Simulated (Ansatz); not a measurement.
# Ag wire along [110], 37 atoms a period: bands along the axis

Aim: is the Ag wire along [110], 37 atoms a period a metal or a semiconductor?

Calculated with Ansatz 0.2.0; DFT PBE, plane waves, PAW; relaxation of a wire's period; PAW set soft_1, in the first sound run; inputs show where later runs differ.

### 1. Set-up

The cell holds 37 atoms: 37 Ag. Cell: a = 23.400 Å, b = 21.472 Å, c = 2.934 Å, α = 90.0°, β = 90.0°, γ = 90.0°. Vacuum lies along a and b. The structure's axis is c.

### 2. Relaxation of atoms and period

Band widths follow the bond lengths, so the wire is relaxed first. The atoms and the third cell vector are free; the box across stays fixed as vacuum. A Fermi-Dirac smearing is set since the result may be a metal. The pressure printed is a third of the stress's trace over the whole box, vacuum included; only the stress along the axis is relaxed.

The input, input.yaml:

```yaml
crystal:
  lattice:
    - [23.4, 0.0, 0.0]
    - [0.0, 21.472, 0.0]
    - [0.0, 0.0, 2.9344931419]
  atoms:
    - { symbol: Ag, position: [0.145299145, 0.500010845, 0.0] }
    - { symbol: Ag, position: [0.322649573, 0.636676881, 0.0] }
    - { symbol: Ag, position: [0.322649573, 0.500010845, 0.0] }
    - { symbol: Ag, position: [0.322649573, 0.773342918, 0.0] }
    - { symbol: Ag, position: [0.5, 0.636676881, 0.0] }
    - { symbol: Ag, position: [0.5, 0.500010845, 0.0] }
    - { symbol: Ag, position: [0.5, 0.773342918, 0.0] }
    - { symbol: Ag, position: [0.677350427, 0.636676881, 0.0] }
    - { symbol: Ag, position: [0.677350427, 0.500010845, 0.0] }
    - { symbol: Ag, position: [0.677350427, 0.773342918, 0.0] }
    - { symbol: Ag, position: [0.854700855, 0.500010845, 0.0] }
    - { symbol: Ag, position: [0.233974359, 0.295011789, 0.5] }
    - { symbol: Ag, position: [0.233974359, 0.431677826, 0.5] }
    - { symbol: Ag, position: [0.233974359, 0.568343863, 0.5] }
    - { symbol: Ag, position: [0.233974359, 0.7050099, 0.5] }
    - { symbol: Ag, position: [0.411324786, 0.158345753, 0.5] }
    - { symbol: Ag, position: [0.411324786, 0.295011789, 0.5] }
    - { symbol: Ag, position: [0.411324786, 0.431677826, 0.5] }
    - { symbol: Ag, position: [0.411324786, 0.568343863, 0.5] }
    - { symbol: Ag, position: [0.411324786, 0.7050099, 0.5] }
    - { symbol: Ag, position: [0.411324786, 0.841675937, 0.5] }
    - { symbol: Ag, position: [0.588675214, 0.158345753, 0.5] }
    - { symbol: Ag, position: [0.588675214, 0.295011789, 0.5] }
    - { symbol: Ag, position: [0.588675214, 0.431677826, 0.5] }
    - { symbol: Ag, position: [0.588675214, 0.568343863, 0.5] }
    - { symbol: Ag, position: [0.588675214, 0.7050099, 0.5] }
    - { symbol: Ag, position: [0.588675214, 0.841675937, 0.5] }
    - { symbol: Ag, position: [0.766025641, 0.295011789, 0.5] }
    - { symbol: Ag, position: [0.766025641, 0.431677826, 0.5] }
    - { symbol: Ag, position: [0.766025641, 0.568343863, 0.5] }
    - { symbol: Ag, position: [0.766025641, 0.7050099, 0.5] }
    - { symbol: Ag, position: [0.322649573, 0.363344808, 0.0] }
    - { symbol: Ag, position: [0.322649573, 0.226678771, 0.0] }
    - { symbol: Ag, position: [0.5, 0.363344808, 0.0] }
    - { symbol: Ag, position: [0.5, 0.226678771, 0.0] }
    - { symbol: Ag, position: [0.677350427, 0.363344808, 0.0] }
    - { symbol: Ag, position: [0.677350427, 0.226678771, 0.0] }
kpoints:
  mp_grid: { grid: [1, 1, 28] }
scf:
  occupations: { method: fermi_dirac, width: 0.05 }
hamiltonian:
  xc: pbe
  pseudopotentials: { kind: paw, azcp: { folder: soft_1 } }
relax:
  cell: { fix: [a, b, alpha, beta, gamma] }
  max_steps: 45
  f_tol: 0.03
```

Started as:

```bash
ansatz run input.yaml --threads 16 --pin off --max-ram 61440MiB --backend cuda --events-out ev --progress --plain --runs-dir out --max-vram 78GiB
```

Numbers of over 12 decimals in the logs are rounded to 6 here.

Log:

```text
Engine: ansatz 0.2.0, aarch64-unknown-linux-gnu
Pseudopotentials: kind: paw
Pseudopotential: Ag, paw, valence charge 19, recommended cutoff 420 eV (normal), soft_1/Ag.paw.azcp
Functional definition: PBE
  parameter kappa = 0.804
  parameter beta = 0.066725
  exchange = pbe_x(kappa = kappa, mu = beta*pi^2/3)
  correlation = pbe_c(beta = beta)
[...]
Crystal: 37 atoms, lattice volume = 1474.421 Å³
Basis set: ecut = 420 eV, 28653 PW (Γ), exchange–correlation on 320×288×40 points (8 copies of the dense FFT grid, shifted against one another)
Bands: 422, of which v1, the nominal top of the filled ones, is band 352 counted from 1 (351 counted from 0)
Symmetry: 8 space group operations
Space group: Pmmm (ITA 47), of the structure as read, at distance tolerance 1.1e-4 Å
k-points: 15 of 28
Non-local potential: Ag, projectors of the file, l = 0: 3, l = 1: 2, l = 2: 2, l = 3: 1
PAW form: soft (Blöchl's): semilocal exchange-correlation on the pseudo side does not see the compensation charge
PAW one-centre angular grid: Ag, 590 points (default); XC on 64 Gauss nodes
Initial density: superposition of atomic densities (neutral atoms: chi_scale 0, normalization atom)
Initial wavefunctions: pseudopotential atomic-orbital guess
[...]
Functional: x = pbe(κ = 0.804, μ = 0.219515), c = pbe(β = 0.066725)
SCF iter   1: F=—  HF=-280851.042308 eV  |F-HF|=—  |Δ(HF+E_count)|=         —  Δρ=3.91e-2  dr2=2.82e1  ethr=3.10e-3  ⟨swp⟩=6.1  Hψ=23950  notcnv=0  defer=284
preconditioner: auto → LDOS  [metal: Δε(μ)=0.004 eV  Ē_g=8.413 eV  σ=0.050 eV  W_gap=0.02  n_scr=326 (ndim 8)  ℏωp=19.5 eV  f_vac=0.502  D(μ)=11.08/eV (n_scr^D=50)  β→1.0]
SCF iter   2: F=—  HF=-280857.005018 eV  |F-HF|=—  |Δ(HF+E_count)|=    5.96e0  Δρ=5.77e-2  dr2=4.33e1  ethr=3.10e-3  ⟨swp⟩=2.7  Hψ=13440  notcnv=0  defer=815
[...]
SCF iter  10: F=-280843.937816 eV  HF=-280843.937816 eV  |F-HF|=1.98e-8  |Δ(HF+E_count)|=   1.83e-7  Δρ=2.05e-6  dr2=4.20e-8  ethr=1.42e-11  ⟨swp⟩=2.7  Hψ=23376  notcnv=0
SCF 1 converged in 10 iterations: F = -280843.937816 eV  dr2 = 4.20e-8
  greatest PAW one-centre occupation: 1.001 electrons in one spin orbital (limit 2), on the Ag atom at site 5 (counted from 0), in its partial waves of l = 0
relax step   1: F+E_penalty+E_count = -280843.93781602 eV  Δ(F+E_penalty+E_count) = +0.000e0 eV  max|allowed force component| = 3.723e-1 eV/Å  Δτ_max = 0.0000 Å  P = -0.949 GPa  Ω = 1474.421 Å³  fix = [a, b, alpha, beta, gamma]  reactions: a -0.803, b -0.858 GPa  (10 SCF iters, dr2 threshold 1.00e-7 eV, accepted)
[...]
Crystal: 37 atoms, lattice volume = 1445.909 Å³
Basis set: ecut = 420 eV, 28221 PW (Γ), exchange–correlation on 320×288×40 points (8 copies of the dense FFT grid, shifted against one another)
[...]
iter 1 solved again at ethr=4.03e-5 eV; its pass at ethr=3.10e-3 eV (dr2=2.83e-1 eV) is discarded
SCF iter   1: F=—  HF=-280844.233268 eV  |F-HF|=—  |Δ(HF+E_count)|=         —  Δρ=4.26e-3  dr2=2.86e-1  ethr=4.03e-5  ⟨swp⟩=4.1  Hψ=33365  notcnv=0
preconditioner: auto → LDOS  [metal: Δε(μ)=0.002 eV  Ē_g=8.901 eV  σ=0.050 eV  W_gap=0.01  n_scr=324 (ndim 8)  ℏωp=19.7 eV  f_vac=0.511  D(μ)=10.71/eV (n_scr^D=50)  β→1.0]
SCF iter   2: F=—  HF=-280844.285992 eV  |F-HF|=—  |Δ(HF+E_count)|=   5.27e-2  Δρ=5.46e-3  dr2=4.53e-1  ethr=4.03e-5  ⟨swp⟩=2.6  Hψ=12587  notcnv=0
[...]
SCF iter   7: F=-280844.167999 eV  HF=-280844.167999 eV  |F-HF|=1.74e-7  |Δ(HF+E_count)|=   1.94e-6  Δρ=5.71e-6  dr2=4.32e-7  ethr=5.26e-10  ⟨swp⟩=4.0  Hψ=19714  notcnv=0
SCF 2 converged in 7 iterations: F = -280844.167999 eV  dr2 = 4.32e-7
relax step   2: F+E_penalty+E_count = -280844.16799900 eV  Δ(F+E_penalty+E_count) = -2.302e-1 eV  max|allowed force component| = 1.112e-1 eV/Å  Δτ_max = 0.1745 Å  P = +0.735 GPa  Ω = 1445.909 Å³  energy of the carried Pulay correction = +5.951e-3 eV  fix = [a, b, alpha, beta, gamma]  reactions: a +0.764, b +0.701 GPa  (7 SCF iters, dr2 threshold 3.70e-6 eV, accepted)
[...]
Crystal: 37 atoms, lattice volume = 1453.703 Å³
[...]
iter 1 solved again at ethr=1.16e-5 eV; its pass at ethr=3.10e-3 eV (dr2=8.18e-2 eV) is discarded
[...]
SCF 3 converged in 7 iterations: F = -280844.236517 eV  dr2 = 9.84e-8
relax step   3: F+E_penalty+E_count = -280844.23651654 eV  Δ(F+E_penalty+E_count) = -6.852e-2 eV  max|allowed force component| = 1.480e-2 eV/Å  Δτ_max = 0.0730 Å  P = -0.059 GPa  Ω = 1453.703 Å³  energy of the carried Pulay correction = +4.313e-3 eV  fix = [a, b, alpha, beta, gamma]  reactions: a -0.033, b -0.066 GPa  (7 SCF iters, dr2 threshold 1.37e-6 eV, accepted)
[...]
SCF 4 converged in 7 iterations: F = -280844.238311 eV  dr2 = 5.15e-9
relax step   4: F+E_penalty+E_count = -280844.23831057 eV  Δ(F+E_penalty+E_count) = -1.794e-3 eV  max|allowed force component| = 6.096e-3 eV/Å  Δτ_max = 0.0139 Å  P = -0.006 GPa  Ω = 1452.412 Å³  energy of the carried Pulay correction = +4.584e-3 eV  fix = [a, b, alpha, beta, gamma]  reactions: a +0.001, b +0.000 GPa  (7 SCF iters, dr2 threshold 1.52e-8 eV, accepted)
[...]
SCF 5 converged in 6 iterations: F = -280844.233316 eV  dr2 = 6.21e-11
relax step   5: F+E_penalty+E_count = -280844.23331624 eV  Δ(F+E_penalty+E_count) = +4.994e-3 eV  max|allowed force component| = 6.143e-3 eV/Å  Δτ_max = 0.0000 Å  P = -0.003 GPa  Ω = 1452.412 Å³  fix = [a, b, alpha, beta, gamma]  reactions: a +0.004, b +0.003 GPa  stress off target by 1.49e-2 GPa on what of the cell is left free  SCF on the basis re-selected at this cell (its energy is not comparable with the rows above)  (6 SCF iters)
[...]
SCF converged after 6 iterations
[...]
--- Relaxed structure (4 steps of the walk, 4 accepted, 1 SCFs on fresh bases) ---
  F+E_penalty+E_count = -280844.23331624 eV   max|allowed force component| = 6.143e-3 eV/Å   (the final SCF, on the basis selected at the relaxed cell)
  cell:  # Å, volume = 1452.4124 Å³
    - [23.4, 0.0, 0.0]
    - [0.0, 21.472, 0.0]
    - [0.0, 0.0, 2.890690]
  atoms:
    - { symbol: Ag, position: [0.146361, 0.500011, 0.0] }
    - { symbol: Ag, position: [0.320656, 0.633963, 0.0] }
    - { symbol: Ag, position: [0.320518, 0.500011, 0.0] }
    - { symbol: Ag, position: [0.320700, 0.772215, 0.0] }
    - { symbol: Ag, position: [0.500000, 0.635814, 0.0] }
    - { symbol: Ag, position: [0.500000, 0.500011, 0.0] }
    - { symbol: Ag, position: [0.500000, 0.773944, 0.0] }
    - { symbol: Ag, position: [0.679344, 0.633963, 0.0] }
    - { symbol: Ag, position: [0.679482, 0.500011, 0.0] }
    - { symbol: Ag, position: [0.679300, 0.772215, 0.0] }
    - { symbol: Ag, position: [0.853639, 0.500011, 0.0] }
    - { symbol: Ag, position: [0.236142, 0.297518, 0.500000] }
    - { symbol: Ag, position: [0.229630, 0.430721, 0.500000] }
    - { symbol: Ag, position: [0.229630, 0.569301, 0.500000] }
    - { symbol: Ag, position: [0.236142, 0.702504, 0.500000] }
    - { symbol: Ag, position: [0.409640, 0.165311, 0.500000] }
    - { symbol: Ag, position: [0.410887, 0.297628, 0.500000] }
    - { symbol: Ag, position: [0.410486, 0.432258, 0.500000] }
    - { symbol: Ag, position: [0.410486, 0.567764, 0.500000] }
    - { symbol: Ag, position: [0.410887, 0.702394, 0.500000] }
    - { symbol: Ag, position: [0.409640, 0.834711, 0.500000] }
    - { symbol: Ag, position: [0.590360, 0.165311, 0.500000] }
    - { symbol: Ag, position: [0.589113, 0.297628, 0.500000] }
    - { symbol: Ag, position: [0.589514, 0.432258, 0.500000] }
    - { symbol: Ag, position: [0.589514, 0.567764, 0.500000] }
    - { symbol: Ag, position: [0.589113, 0.702394, 0.500000] }
    - { symbol: Ag, position: [0.590360, 0.834711, 0.500000] }
    - { symbol: Ag, position: [0.763858, 0.297518, 0.500000] }
    - { symbol: Ag, position: [0.770370, 0.430721, 0.500000] }
    - { symbol: Ag, position: [0.770370, 0.569301, 0.500000] }
    - { symbol: Ag, position: [0.763858, 0.702504, 0.500000] }
    - { symbol: Ag, position: [0.320656, 0.366058, 0.0] }
    - { symbol: Ag, position: [0.320700, 0.227806, 0.0] }
    - { symbol: Ag, position: [0.500000, 0.364208, 0.0] }
    - { symbol: Ag, position: [0.500000, 0.226077, 0.0] }
    - { symbol: Ag, position: [0.679344, 0.366058, 0.0] }
    - { symbol: Ag, position: [0.679300, 0.227806, 0.0] }
```

Wall time 12 s (1 × NVIDIA GB200 with 16 threads of Arm Neoverse V2, shared host); peak memory 1.7 GiB; 98 s of CPU time.

Step by step:

| step | energy less that of the first step (eV) | largest force component (eV/Å) | pressure (GPa) | volume (Å³) |
| --- | --- | --- | --- | --- |
| 1 | 0.0000 | 0.3723 | -0.95 | 1474.42 |
| 2 | -0.2302 | 0.1112 | 0.74 | 1445.91 |
| 3 | -0.2987 | 0.0148 | -0.06 | 1453.70 |
| 4 | -0.3005 | 0.0061 | -0.01 | 1452.41 |
| 5 | -0.2955 | 0.0061 | 0.00 | 1452.41 |

The log counts 1 steps on a newly chosen plane-wave basis, not all of them marked here; energy and pressure can jump at such steps.

Forces are held to the 8 operations that the run works with; a distortion that breaks them can't arise in this run.

| cell as run | before | after | change |
| --- | --- | --- | --- |
| c (Å) | 2.934 | 2.891 | -1.5 % |

The atoms that moved most (Å, along periodic axes as changes of fractional coordinates times the final cell, across vacuum about the mean position):

| atom | dx | dy | dz | length |
| --- | --- | --- | --- | --- |
| Ag27 | 0.039 | -0.150 | 0.000 | 0.155 |
| Ag21 | -0.039 | -0.150 | 0.000 | 0.155 |
| Ag22 | 0.039 | 0.150 | 0.000 | 0.155 |
| Ag16 | -0.039 | 0.150 | 0.000 | 0.155 |
| Ag30 | 0.102 | 0.021 | 0.000 | 0.104 |
| Ag14 | -0.102 | 0.021 | 0.000 | 0.104 |
| Ag29 | 0.102 | -0.021 | 0.000 | 0.104 |
| Ag13 | -0.102 | -0.021 | 0.000 | 0.104 |

This step gave:

```
energy at zero smearing    : -280844.1875 eV
cell length along the wire : 2.891 Å
```

The cell's length comes to 2.891 Å with spin left out.

### 3. Bands of the perfect wire

This step: DFT PBE, plane waves, PAW; bands of a perfect wire; PAW set soft_1 (Ansatz 0.2.0).

At the relaxed period the bands are computed along the axis; those that cross an energy going forward count the channels that a perfect wire would open there.

The input, input.yaml:

```yaml
crystal:
  lattice:
    - [23.4, 0.0, 0.0]
    - [0.0, 21.472, 0.0]
    - [0.0, 0.0, 2.8906904909]
  atoms:
    - { symbol: Ag, position: [0.146360668, 0.500010845, 0.0] }
    - { symbol: Ag, position: [0.320655566, 0.633963204, 0.0] }
    - { symbol: Ag, position: [0.320518124, 0.500010845, 0.0] }
    - { symbol: Ag, position: [0.320699764, 0.772215397, 0.0] }
    - { symbol: Ag, position: [0.5, 0.635814025, 0.0] }
    - { symbol: Ag, position: [0.5, 0.500010845, 0.0] }
    - { symbol: Ag, position: [0.5, 0.773944415, 0.0] }
    - { symbol: Ag, position: [0.679344434, 0.633963204, 0.0] }
    - { symbol: Ag, position: [0.679481876, 0.500010845, 0.0] }
    - { symbol: Ag, position: [0.679300236, 0.772215397, 0.0] }
    - { symbol: Ag, position: [0.853639332, 0.500010845, 0.0] }
    - { symbol: Ag, position: [0.236141512, 0.29751753, 0.5] }
    - { symbol: Ag, position: [0.229630155, 0.430720869, 0.5] }
    - { symbol: Ag, position: [0.229630155, 0.56930082, 0.5] }
    - { symbol: Ag, position: [0.236141512, 0.702504159, 0.5] }
    - { symbol: Ag, position: [0.40964004, 0.165310675, 0.5] }
    - { symbol: Ag, position: [0.4108874, 0.297627649, 0.5] }
    - { symbol: Ag, position: [0.410485843, 0.432257744, 0.5] }
    - { symbol: Ag, position: [0.410485843, 0.567763945, 0.5] }
    - { symbol: Ag, position: [0.4108874, 0.70239404, 0.5] }
    - { symbol: Ag, position: [0.40964004, 0.834711015, 0.5] }
    - { symbol: Ag, position: [0.59035996, 0.165310675, 0.5] }
    - { symbol: Ag, position: [0.5891126, 0.297627649, 0.5] }
    - { symbol: Ag, position: [0.589514157, 0.432257744, 0.5] }
    - { symbol: Ag, position: [0.589514157, 0.567763945, 0.5] }
    - { symbol: Ag, position: [0.5891126, 0.70239404, 0.5] }
    - { symbol: Ag, position: [0.59035996, 0.834711015, 0.5] }
    - { symbol: Ag, position: [0.763858488, 0.29751753, 0.5] }
    - { symbol: Ag, position: [0.770369845, 0.430720869, 0.5] }
    - { symbol: Ag, position: [0.770369845, 0.56930082, 0.5] }
    - { symbol: Ag, position: [0.763858488, 0.702504159, 0.5] }
    - { symbol: Ag, position: [0.320655566, 0.366058485, 0.0] }
    - { symbol: Ag, position: [0.320699764, 0.227806292, 0.0] }
    - { symbol: Ag, position: [0.5, 0.364207665, 0.0] }
    - { symbol: Ag, position: [0.5, 0.226077274, 0.0] }
    - { symbol: Ag, position: [0.679344434, 0.366058485, 0.0] }
    - { symbol: Ag, position: [0.679300236, 0.227806292, 0.0] }
kpoints:
  mp_grid: { grid: [1, 1, 28] }
  band_path: { path: ["Γ", Z], npoints: 90 }
scf:
  occupations: { method: fermi_dirac, width: 0.05 }
hamiltonian:
  xc: pbe
  pseudopotentials: { kind: paw, azcp: { folder: soft_1 } }
output:
  dos: { e_range: [-5, 4] }
  write_potential: true
  write_density: true
  volumetric_format: npy
```

Log:

```text
[...]
Crystal: 37 atoms, lattice volume = 1452.412 Å³
Basis set: ecut = 420 eV, 28345 PW (Γ)
Bands: 422, of which v1, the nominal top of the filled ones, is band 352 counted from 1 (351 counted from 0)
[... 1 set-up line as in the run before ...]
[...]
k-points: 15 of 28
[...]
SCF iter   1: F=—  HF=-280851.577772 eV  |F-HF|=—  |Δ(HF+E_count)|=         —  Δρ=4.03e-2  dr2=2.87e1  ethr=3.10e-3  ⟨swp⟩=6.3  Hψ=24010  notcnv=0  defer=301
[...]
SCF iter   6: F=—  HF=-280844.234420 eV  |F-HF|=—  |Δ(HF+E_count)|=   6.95e-3  Δρ=1.36e-4  dr2=3.48e-4  ethr=8.24e-7  ⟨swp⟩=2.0  Hψ=8560  notcnv=0  defer=816
[...]
SCF iter   8: F=—  HF=-280844.233604 eV  |F-HF|=—  |Δ(HF+E_count)|=   1.90e-2  Δρ=1.36e-5  dr2=2.61e-6  ethr=1.03e-8  ⟨swp⟩=2.0  Hψ=8881  notcnv=0  defer=816
[...]
SCF iter  10: F=-280844.233606 eV  HF=-280844.233606 eV  |F-HF|=1.44e-8  |Δ(HF+E_count)|=   1.79e-7  Δρ=2.13e-6  dr2=5.29e-8  ethr=1.42e-11  ⟨swp⟩=12.3  Hψ=30449  notcnv=0
SCF 1 converged in 10 iterations: F = -280844.233606 eV  dr2 = 5.29e-8
[...]
NSCF: frozen V_eff on 91 k-points
[...]
SCF converged after 10 iterations
[...]
```

Run time: 14 s. Hardware: 1 × NVIDIA GB200 with 16 threads; peak memory 4.4 GiB; 2.7 min of CPU time.

Numbers from this step:

```yaml
energy_at_zero_smearing: -280844.1878 eV
band_gap: 0 eV
```

The electronic bands at the labelled points (eV, zero at the Fermi level; # counts the bands kept):

| point | #50 | #51 | #52 | #53 | #54 | #55 | #56 | #57 |
| --- | --- | --- | --- | --- | --- | --- | --- | --- |
| Γ | -2.17 | -2.14 | -1.81 | -1.55 | -1.43 | -1.32 | -1.28 | -0.93 |
| halfway | -1.06 | -0.64 | -0.29 | -0.07 | 0.01 | 0.12 | 0.18 | 0.31 |
| Z | 1.00 | 1.11 | 1.11 | 1.18 | 1.22 | 1.33 | 1.55 | 1.74 |

Between Γ and Z the bands cross the Fermi level 24 times, so a perfect wire would conduct at least 24 G₀, with spin left out.

### 4. Outcome

| Item | Value |
| --- | --- |
| cell length, PBE | 2.891 Å |
| ballistic conductance by band crossings, a lower bound, PBE | 24 G₀ |

**Reading.** Under PBE the cell's length is 2.89 Å, and the bands cross the Fermi level 24 times between Γ and Z, which gives a perfect wire at least 24 G₀ (opposite crossings within one step of the path cancel in such a count).

[Logs are printed without paths, hosts, clocks, repeated set-up lines and the standing remarks that a program may print on its own settings, such as how far it seeks lower states.]

[Hosts, paths, dates, database ids (printed as entryN), source tags and the programs' standing remarks are cut or masked in the printed files.]
